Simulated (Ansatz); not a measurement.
# Cu(111): modes of surface species

Aim: bond lengths and vibrational modes of species bound on Cu(111).

Method: DFT PBE, scalar-relativistic, plane waves, PAW; PAW set soft_1, in Ansatz 0.2.0.

This is a report of a sequence of runs, with most program output left out.

**1. The bulk crystal behind the slab**

Symmetry: Fm-3m, No. 225, cubic system. Conventional cell: a = 3.630 Å, b = 3.630 Å, c = 3.630 Å, α = 90.00°, β = 90.00°, γ = 90.00°. Nearest to Cu lie 12 Cu at 2.57 Å.

**2. Relaxation of the host**

The host crystal is relaxed at the same level, and its volume sets the scale of the cells that follow.

input.yaml reads:

```yaml
crystal:
  lattice:
    - [0.0, 1.815, 1.815]
    - [1.815, 0.0, 1.815]
    - [1.815, 1.815, 0.0]
  atoms:
    - { symbol: Cu, position: [0.0, 0.0, 0.0] }
kpoints:
  mp_grid: { grid: [24, 24, 24] }
hamiltonian:
  xc: pbe
  pseudopotentials: { kind: paw, azcp: { folder: soft_1 } }
scf:
  occupations: { method: methfessel_paxton, width: 0.15 }
output:
  forces: true
  stress: true
  eigenvalues: true
relax:
  adjacent_minimum: "off"
  f_tol: 0.002
  max_steps: 60
  cell: { stress_tol: 0.02 }
```

On the command line:

```
$ ansatz run input.yaml --threads 8 --pin off --max-ram 20480MiB --backend cpu --events-out ev --progress --plain --runs-dir out
```

Run time: 4 s. Hardware: 8 threads of Intel Xeon at 2.70GHz, shared host; peak memory 0.42 GiB; 22 s of CPU time.

Little changed from the start: no atom moved by 0.005 Å and no cell edge by 0.1 %.

This step gave:

```yaml
pressure: 6.77e-4 GPa
volume_per_atom: 11.95 Å³
gap_on_the_k_mesh: 0 eV
```

The forces vanish by symmetry.

**3. Letting the atoms settle: H at the fcc hollow site, 1 monolayer**

The slab carries H at the fcc hollow site, 1 monolayer. Its plane takes the lattice constant of the bulk relaxed at this level. The lowest layers are held, and the other atoms relax. The program lengthens the typed cell of 21.9 Å along the normal to 37.5 Å, as its cut-off of the electrostatics needs, and moves no atom.

System of this step: H at the fcc hollow site, 1 monolayer on Cu(111). The cell holds 5 atoms: 4 Cu and 1 H. Its edges and angles: a = 2.566 Å, b = 2.566 Å, c = 37.542 Å, α = 90.0°, β = 90.0°, γ = 60.0°. It derives from Cu. Vacuum lies along c.

input.yaml reads:

```yaml
crystal:
  lattice:
    - [2.5661472057, 0.0, 0.0]
    - [1.2830736028, 2.2223446645, 0.0]
    - [0.0, 0.0, 21.8669573316]
  atoms:
    - { symbol: Cu, position: [0.0, 0.0, 0.342896] }
    - { symbol: Cu, position: [0.333333, 0.333333, 0.438714] }
    - { symbol: Cu, position: [0.666667, 0.666667, 0.534532] }
    - { symbol: Cu, position: [0.0, 0.0, 0.63035] }
    - { symbol: H, position: [0.333333, 0.333333, 0.657104] }
  periodic: [true, true, false]
kpoints:
  mp_grid: { grid: [12, 12, 1] }
hamiltonian:
  xc: pbe
  pseudopotentials: { kind: paw, azcp: { folder: soft_1 } }
scf:
  occupations: { method: methfessel_paxton, width: 0.15 }
output:
  forces: true
  eigenvalues: true
relax:
  adjacent_minimum: "off"
  f_tol: 0.003
  max_steps: 120
  constraints: [{ sites: [0, 1] }]
```

Elapsed: 24 s, on 8 threads; peak memory 0.83 GiB.

Step by step:

| step | energy less that of the first step (eV) | largest force component (eV/Å) |
| --- | --- | --- |
| 1 | 0.0000 | 1.0730 |
| 2 | -0.1084 | 0.6852 |
| 3 | -0.1668 | 0.1102 |
| 4 | -0.1682 | 0.0233 |
| 5 | -0.1683 | 0.0012 |
| 6 | -0.1683 | 0.0012 |

The run keeps the 6 symmetry operations that it works with, so distortions that break them were not tested.

The atoms that moved most (Å):

| atom | dx | dy | dz | length |
| --- | --- | --- | --- | --- |
| H5 | 0.000 | 0.000 | 0.352 | 0.352 |
| Cu4 | 0.000 | 0.000 | 0.090 | 0.090 |

Final coordinates:

```xyz
5
Lattice="2.5661 0.0000 0.0000 1.2831 2.2223 0.0000 0.0000 0.0000 37.5415" Properties=species:S:1:pos:R:3
Cu    0.0000    0.0000    7.4981
Cu    1.2831    0.7408    9.5933
Cu    2.5661    1.4816   11.6864
Cu    0.0000    0.0000   13.8738
H     1.2831    0.7408   14.7210
```

The largest force component left on a free atom is 1.2 meV/Å.

**4. Modes of the chosen sites: H at the fcc hollow site, 1 monolayer**

Only 2 sites are displaced (1 Cu and 1 H), with their periodic images, and all others stay at rest. This gives the modes that are localised on these sites for less work than the whole matrix.

input.yaml, the sections that differ from step 3:

```yaml
crystal:
  lattice:
    - [2.5661448931, 0.0, 0.0]
    - [1.2830724465, 2.2223466673, 0.0]
    - [0.0, 0.0, 37.5415458585]
  atoms:
    - { symbol: Cu, position: [0.0, 0.0, 0.199727849] }
    - { symbol: Cu, position: [0.3333333333, 0.3333333333, 0.2555392992] }
    - { symbol: Cu, position: [0.6666666667, 0.6666666667, 0.3112916388] }
    - { symbol: Cu, position: [0.0, 0.0, 0.369558892] }
    - { symbol: H, position: [0.3333333333, 0.3333333333, 0.3921261925] }
  periodic: [true, true, false]
output:
  eigenvalues: true
phonons:
  method: fd
  supercell: [1, 1, 1]
  displaced_sites: [3, 4]
  rigid_motions: translations
# kpoints, hamiltonian, scf: as in step 3
# relax: removed
```

Wall time 30 s (8 threads); peak memory 0.94 GiB.

The other atoms of the cell are at rest; shares are of the kinetic energy, a minus sign marks an imaginary mode, and where like sites share a mode the one named is one choice of several. Modes of the displaced sites:

| mode | frequency (cm⁻¹) | share of Cu (%) | share of H (%) | site with the largest share | its share (%) |
| --- | --- | --- | --- | --- | --- |
| 1 | 46.0 | 98 | 2 | Cu4 | 98 |
| 2 | 46.0 | 98 | 2 | Cu4 | 98 |
| 3 | 109.6 | 99 | 1 | Cu4 | 99 |
| 4 | 989.6 | 2 | 98 | H5 | 98 |
| 5 | 989.6 | 2 | 98 | H5 | 98 |
| 6 | 1091.5 | 1 | 99 | H5 | 99 |

The same force constants with another mass on the added atoms, against the natural mean mass; listed are the real modes with at least half of their motion on these atoms, followed through small steps of mass, less those that pass through avoided crossings, where the squared overlap of new and old mass-weighted patterns is under 0.8. Modes after a change of mass:

| substitution | mode | frequency (cm⁻¹) | after (cm⁻¹) | ratio |
| --- | --- | --- | --- | --- |
| D for H | 4 | 989.6 | 705.6 | 1.402 |
| D for H | 5 | 989.6 | 705.6 | 1.402 |
| D for H | 6 | 1091.5 | 777.0 | 1.405 |

The highest mode of the block lies at 1091.5 cm⁻¹; the acoustic sum rule moved it by 0.0 cm⁻¹.

**5. Letting the atoms settle: H at the fcc hollow site, 0.5 monolayer**

The slab carries H at the fcc hollow site, 0.5 monolayer. Its plane takes the lattice constant of the bulk relaxed at this level. The lowest layers are held, and the other atoms relax. The program lengthens the typed cell of 21.9 Å along the normal to 37.5 Å, as its cut-off of the electrostatics needs, and moves no atom.

System of this step: H at the fcc hollow site, 0.5 monolayer on Cu(111). The cell holds 9 atoms: 8 Cu and 1 H. Its edges and angles: a = 5.132 Å, b = 2.566 Å, c = 37.542 Å, α = 90.0°, β = 90.0°, γ = 60.0°. It derives from Cu. Vacuum lies along c.

input.yaml reads:

```yaml
crystal:
  lattice:
    - [5.1322944113, 0.0, 0.0]
    - [1.2830736028, 2.2223446645, 0.0]
    - [0.0, 0.0, 21.8669573316]
  atoms:
    - { symbol: Cu, position: [0.0, 0.0, 0.342896] }
    - { symbol: Cu, position: [0.5, 0.0, 0.342896] }
    - { symbol: Cu, position: [0.166667, 0.333333, 0.438714] }
    - { symbol: Cu, position: [0.666667, 0.333333, 0.438714] }
    - { symbol: Cu, position: [0.833333, 0.666667, 0.534532] }
    - { symbol: Cu, position: [0.333333, 0.666667, 0.534532] }
    - { symbol: Cu, position: [0.0, 0.0, 0.63035] }
    - { symbol: Cu, position: [0.5, 0.0, 0.63035] }
    - { symbol: H, position: [0.166667, 0.333333, 0.657104] }
  periodic: [true, true, false]
kpoints:
  mp_grid: { grid: [6, 12, 1] }
hamiltonian:
  xc: pbe
  pseudopotentials: { kind: paw, azcp: { folder: soft_1 } }
scf:
  occupations: { method: methfessel_paxton, width: 0.15 }
output:
  forces: true
  eigenvalues: true
relax:
  adjacent_minimum: "off"
  f_tol: 0.003
  max_steps: 120
  constraints: [{ sites: [0, 1, 2, 3] }]
```

Wall time 2 min (8 threads); peak memory 2.1 GiB.

The steps of the relaxation:

| step | energy less that of the first step (eV) | largest force component (eV/Å) |
| --- | --- | --- |
| 1 | 0.0000 | 1.1452 |
| 2 | -0.1244 | 0.7470 |
| 3 | -0.2047 | 0.0883 |
| 4 | -0.2061 | 0.0216 |
| 5 | -0.2063 | 0.0026 |
| 6 | -0.2063 | 0.0026 |

The run keeps the 2 symmetry operations that it works with, so distortions that break them were not tested.

The atoms that moved most (Å):

| atom | dx | dy | dz | length |
| --- | --- | --- | --- | --- |
| H9 | 0.001 | -0.001 | 0.317 | 0.317 |
| Cu8 | -0.016 | 0.010 | -0.065 | 0.067 |
| Cu6 | -0.002 | 0.001 | -0.059 | 0.059 |
| Cu7 | -0.013 | 0.008 | 0.056 | 0.058 |
| Cu5 | -0.002 | 0.001 | 0.025 | 0.025 |

The largest force component left on a free atom is 2.6 meV/Å.

**6. Force constants among chosen sites: H at the fcc hollow site, 0.5 monolayer**

Only 3 sites are displaced (2 Cu and 1 H), with their periodic images, and all others stay at rest. This gives the modes that are localised on these sites for less work than the whole matrix.

input.yaml reads:

```yaml
crystal:
  lattice:
    - [5.1322909425, -2.0027e-06, 0.0]
    - [1.2830718684, 2.2223456659, 0.0]
    - [0.0, 0.0, 37.5415458585]
  atoms:
    - { symbol: Cu, position: [0.0, 0.0, 0.199727849] }
    - { symbol: Cu, position: [0.5, 0.0, 0.199727849] }
    - { symbol: Cu, position: [0.166667, 0.333333, 0.2555392992] }
    - { symbol: Cu, position: [0.666667, 0.333333, 0.2555392992] }
    - { symbol: Cu, position: [0.8327170839, 0.6672829161, 0.3120048251] }
    - { symbol: Cu, position: [0.3328123268, 0.6671876732, 0.309778008] }
    - { symbol: Cu, position: [-0.0034900502, 0.0034900502, 0.3686561766] }
    - { symbol: Cu, position: [0.4957220842, 0.0042779158, 0.3654422468] }
    - { symbol: H, position: [0.1670320146, 0.3329679854, 0.3912017542] }
  periodic: [true, true, false]
kpoints:
  mp_grid: { grid: [6, 12, 1] }
hamiltonian:
  xc: pbe
  pseudopotentials: { kind: paw, azcp: { folder: soft_1 } }
scf:
  occupations: { method: methfessel_paxton, width: 0.15 }
output:
  eigenvalues: true
phonons:
  method: fd
  supercell: [1, 1, 1]
  displaced_sites: [6, 7, 8]
  rigid_motions: translations
```

The job ended after 4.1 min (8 threads; peak memory 2.6 GiB).

The other atoms of the cell are at rest; shares are of the kinetic energy, a minus sign marks an imaginary mode, and where like sites share a mode the one named is one choice of several. Modes of the displaced sites:

| mode | frequency (cm⁻¹) | share of Cu (%) | share of H (%) | site with the largest share | its share (%) |
| --- | --- | --- | --- | --- | --- |
| 1 | 55.8 | 99 | 1 | Cu7 | 52 |
| 2 | 56.6 | 99 | 1 | Cu7 | 50 |
| 3 | 115.9 | 99 | 1 | Cu7 | 98 |
| 4 | 132.7 | 100 | 0 | Cu8 | 98 |
| 5 | 136.7 | 99 | 1 | Cu8 | 51 |
| 6 | 214.8 | 99 | 1 | Cu8 | 52 |
| 7 | 847.5 | 1 | 99 | H9 | 99 |
| 8 | 923.6 | 1 | 99 | H9 | 99 |
| 9 | 1086.3 | 1 | 99 | H9 | 99 |

The same force constants with another mass on the added atoms, against the natural mean mass; listed are the real modes with at least half of their motion on these atoms, followed through small steps of mass, less those that pass through avoided crossings, where the squared overlap of new and old mass-weighted patterns is under 0.8. Modes after a change of mass:

| substitution | mode | frequency (cm⁻¹) | after (cm⁻¹) | ratio |
| --- | --- | --- | --- | --- |
| D for H | 7 | 847.5 | 602.9 | 1.406 |
| D for H | 8 | 923.6 | 658.2 | 1.403 |
| D for H | 9 | 1086.3 | 773.9 | 1.404 |

The highest mode of the block lies at 1086.3 cm⁻¹; the acoustic sum rule moved it by 0.0 cm⁻¹.

**7. Relaxation in the fixed cell: H at the fcc hollow site, 0.25 monolayer**

The slab carries H at the fcc hollow site, 0.25 monolayer. Its plane takes the lattice constant of the bulk relaxed at this level. The lowest layers are held, and the other atoms relax. The program lengthens the typed cell of 21.9 Å along the normal to 37.5 Å, as its cut-off of the electrostatics needs, and moves no atom.

System of this step: H at the fcc hollow site, 0.25 monolayer on Cu(111). The cell holds 17 atoms: 16 Cu and 1 H. Its edges and angles: a = 5.132 Å, b = 5.132 Å, c = 37.542 Å, α = 90.0°, β = 90.0°, γ = 60.0°. It derives from Cu. Vacuum lies along c.

input.yaml reads:

```yaml
crystal:
  lattice:
    - [5.1322944113, 0.0, 0.0]
    - [2.5661472057, 4.4446893291, 0.0]
    - [0.0, 0.0, 21.8669573316]
  atoms:
    - { symbol: Cu, position: [0.0, 0.0, 0.342896] }
    - { symbol: Cu, position: [0.5, 0.0, 0.342896] }
    - { symbol: Cu, position: [0.0, 0.5, 0.342896] }
    - { symbol: Cu, position: [0.5, 0.5, 0.342896] }
    - { symbol: Cu, position: [0.166667, 0.166667, 0.438714] }
    - { symbol: Cu, position: [0.666667, 0.166667, 0.438714] }
    - { symbol: Cu, position: [0.166667, 0.666667, 0.438714] }
    - { symbol: Cu, position: [0.666667, 0.666667, 0.438714] }
    - { symbol: Cu, position: [0.833333, 0.333333, 0.534532] }
    - { symbol: Cu, position: [0.333333, 0.333333, 0.534532] }
    - { symbol: Cu, position: [0.833333, 0.833333, 0.534532] }
    - { symbol: Cu, position: [0.333333, 0.833333, 0.534532] }
    - { symbol: Cu, position: [0.0, 0.0, 0.63035] }
    - { symbol: Cu, position: [0.5, 0.0, 0.63035] }
    - { symbol: Cu, position: [0.0, 0.5, 0.63035] }
    - { symbol: Cu, position: [0.5, 0.5, 0.63035] }
    - { symbol: H, position: [0.166667, 0.166667, 0.657104] }
  periodic: [true, true, false]
kpoints:
  mp_grid: { grid: [6, 6, 1] }
hamiltonian:
  xc: pbe
  pseudopotentials: { kind: paw, azcp: { folder: soft_1 } }
scf:
  occupations: { method: methfessel_paxton, width: 0.15 }
output:
  forces: true
  eigenvalues: true
relax:
  adjacent_minimum: "off"
  f_tol: 0.003
  max_steps: 120
  constraints: [{ sites: [0, 1, 2, 3, 4, 5, 6, 7] }]
```

Elapsed: 1.8 min, on 8 threads; peak memory 4.3 GiB; 14 min of CPU time.

Relaxation path:

| step | energy less that of the first step (eV) | largest force component (eV/Å) |
| --- | --- | --- |
| 1 | 0.0000 | 1.1441 |
| 2 | -0.1314 | 0.7601 |
| 3 | -0.2227 | 0.0689 |
| 4 | -0.2234 | 0.0430 |
| 5 | -0.2239 | 0.0012 |
| 6 | -0.2239 | 0.0012 |

Forces are held to the 6 operations that the run works with; a distortion that breaks them can't arise in this run.

The atoms that moved most (Å):

| atom | dx | dy | dz | length |
| --- | --- | --- | --- | --- |
| H17 | 0.000 | 0.000 | 0.303 | 0.303 |
| Cu16 | 0.000 | 0.000 | -0.107 | 0.107 |
| Cu12 | 0.000 | 0.000 | -0.047 | 0.047 |
| Cu9 | 0.000 | 0.000 | -0.047 | 0.047 |
| Cu10 | 0.000 | 0.000 | -0.047 | 0.047 |
| Cu11 | 0.000 | 0.000 | 0.032 | 0.032 |
| Cu14 | -0.002 | 0.001 | -0.022 | 0.022 |
| Cu13 | 0.002 | 0.001 | -0.022 | 0.022 |

The largest force component left on a free atom is 1.2 meV/Å.

**8. Modes of the chosen sites: H at the fcc hollow site, 0.25 monolayer**

Only 4 sites are displaced (3 Cu and 1 H), with their periodic images, and all others stay at rest. This gives the modes that are localised on these sites for less work than the whole matrix.

input.yaml reads:

```yaml
crystal:
  lattice:
    - [5.1322897863, 0.0, 0.0]
    - [2.5661448932, 4.4446933345, 0.0]
    - [0.0, 0.0, 37.5415458585]
  atoms:
    - { symbol: Cu, position: [0.0, 0.0, 0.199727849] }
    - { symbol: Cu, position: [0.5, 0.0, 0.199727849] }
    - { symbol: Cu, position: [0.0, 0.5, 0.199727849] }
    - { symbol: Cu, position: [0.5, 0.5, 0.199727849] }
    - { symbol: Cu, position: [0.1666666667, 0.1666666667, 0.2555392992] }
    - { symbol: Cu, position: [0.6666666667, 0.1666666667, 0.2555392992] }
    - { symbol: Cu, position: [0.1666666667, 0.6666666667, 0.2555392992] }
    - { symbol: Cu, position: [0.6666666667, 0.6666666667, 0.2555392992] }
    - { symbol: Cu, position: [0.833336546, 0.333331727, 0.3100927535] }
    - { symbol: Cu, position: [0.333331727, 0.333331727, 0.3100927535] }
    - { symbol: Cu, position: [0.8333333333, 0.8333333333, 0.3122130486] }
    - { symbol: Cu, position: [0.333331727, 0.833336546, 0.3100927535] }
    - { symbol: Cu, position: [0.0003102166, 0.0003102166, 0.3665793443] }
    - { symbol: Cu, position: [0.4993795668, 0.0003102166, 0.3665793443] }
    - { symbol: Cu, position: [0.0003102166, 0.4993795668, 0.3665793443] }
    - { symbol: Cu, position: [0.5, 0.5, 0.3643060847] }
    - { symbol: H, position: [0.1666666667, 0.1666666667, 0.3908217274] }
  periodic: [true, true, false]
kpoints:
  mp_grid: { grid: [6, 6, 1] }
hamiltonian:
  xc: pbe
  pseudopotentials: { kind: paw, azcp: { folder: soft_1 } }
scf:
  occupations: { method: methfessel_paxton, width: 0.15 }
output:
  eigenvalues: true
phonons:
  method: fd
  supercell: [1, 1, 1]
  displaced_sites: [12, 13, 14, 16]
  rigid_motions: translations
```

Elapsed: 4.4 min, on 8 threads; peak memory 6.2 GiB.

The other atoms of the cell are at rest; shares are of the kinetic energy, a minus sign marks an imaginary mode, and where like sites share a mode the one named is one choice of several. Modes of the displaced sites:

| mode | frequency (cm⁻¹) | share of Cu (%) | share of H (%) | site with the largest share | its share (%) |
| --- | --- | --- | --- | --- | --- |
| 1 | 92.7 | 99 | 1 | Cu13 | 42 |
| 2 | 92.7 | 99 | 1 | Cu15 | 50 |
| 3 | 125.9 | 100 | 0 | Cu15 | 33 |
| 4 | 132.7 | 100 | 0 | Cu15 | 66 |
| 5 | 132.7 | 100 | 0 | Cu14 | 50 |
| 6 | 134.0 | 100 | 0 | Cu15 | 33 |
| 7 | 180.0 | 100 | 0 | Cu14 | 42 |
| 8 | 180.0 | 100 | 0 | Cu15 | 50 |
| 9 | 216.0 | 99 | 1 | Cu14 | 33 |
| 10 | 844.8 | 1 | 99 | H17 | 99 |
| 11 | 844.8 | 1 | 99 | H17 | 99 |
| 12 | 1042.2 | 1 | 99 | H17 | 99 |

The same force constants with another mass on the added atoms, against the natural mean mass; listed are the real modes with at least half of their motion on these atoms, followed through small steps of mass, less those that pass through avoided crossings, where the squared overlap of new and old mass-weighted patterns is under 0.8. Modes after a change of mass:

| substitution | mode | frequency (cm⁻¹) | after (cm⁻¹) | ratio |
| --- | --- | --- | --- | --- |
| D for H | 10 | 844.8 | 600.9 | 1.406 |
| D for H | 11 | 844.8 | 600.9 | 1.406 |
| D for H | 12 | 1042.2 | 742.9 | 1.403 |

The highest mode of the block lies at 1042.2 cm⁻¹; the acoustic sum rule moved it by 0.0 cm⁻¹.

**9. All members side by side**

The members are set side by side.

The anchoring bond is the shortest distance from the first added atom to the slab, and like atoms elsewhere in the cell can differ; degenerate modes stand as often as they occur. The species side by side:

| species | coverage (monolayer) | anchoring bond | its length (Å) | highest level (cm⁻¹) | second (cm⁻¹) | third (cm⁻¹) |
| --- | --- | --- | --- | --- | --- | --- |
| H at the fcc hollow site | 1 | H-Cu | 1.707 | 1091 | 989.6 | 989.6 |
| H at the fcc hollow site | 0.5 | H-Cu | 1.714 | 1086 | 923.6 | 847.5 |
| H at the fcc hollow site | 0.25 | H-Cu | 1.736 | 1042 | 844.8 | 844.8 |

**10. What came out**

```
highest mode of the block of 2 sites, H at the fcc hollow site, 1 monolayer    : 1091.5 cm⁻¹
highest mode of the block of 3 sites, H at the fcc hollow site, 0.5 monolayer  : 1086.3 cm⁻¹
highest mode of the block of 4 sites, H at the fcc hollow site, 0.25 monolayer : 1042.2 cm⁻¹
```

**Reading.** With H at the fcc hollow site, 1 monolayer the highest mode of the block lies at 1091 cm⁻¹, 99 % on H. With H at the fcc hollow site, 0.5 monolayer the highest mode of the block lies at 1086 cm⁻¹, 99 % on H. With H at the fcc hollow site, 0.25 monolayer the highest mode of the block lies at 1042 cm⁻¹, 99 % on H. With all atoms beyond the displaced ones at rest, modes that spread into the slab are only rough; stretches of light atoms, well above the modes of the substrate atoms, are the least affected. Periodic images of the cell move in phase at the zone centre, so coupling to the images is part of these frequencies. Modes of hydrogen are strongly anharmonic, so measured lines can lie well away from these harmonic values. These are harmonic frequencies at zero temperature: anharmonic shifts, linewidths and thermal expansion are left out. The runs are without spin polarisation, although the cell has an odd electron count. The program warns in at least one run that the printed band levels were not confirmed.

[Logs are printed without paths, hosts, clocks, repeated set-up lines and the standing remarks that a program may print on its own settings, such as how far it seeks lower states.]

[Hosts, paths, dates, database ids (printed as entryN), source tags and the programs' standing remarks are cut or masked in the printed files.]
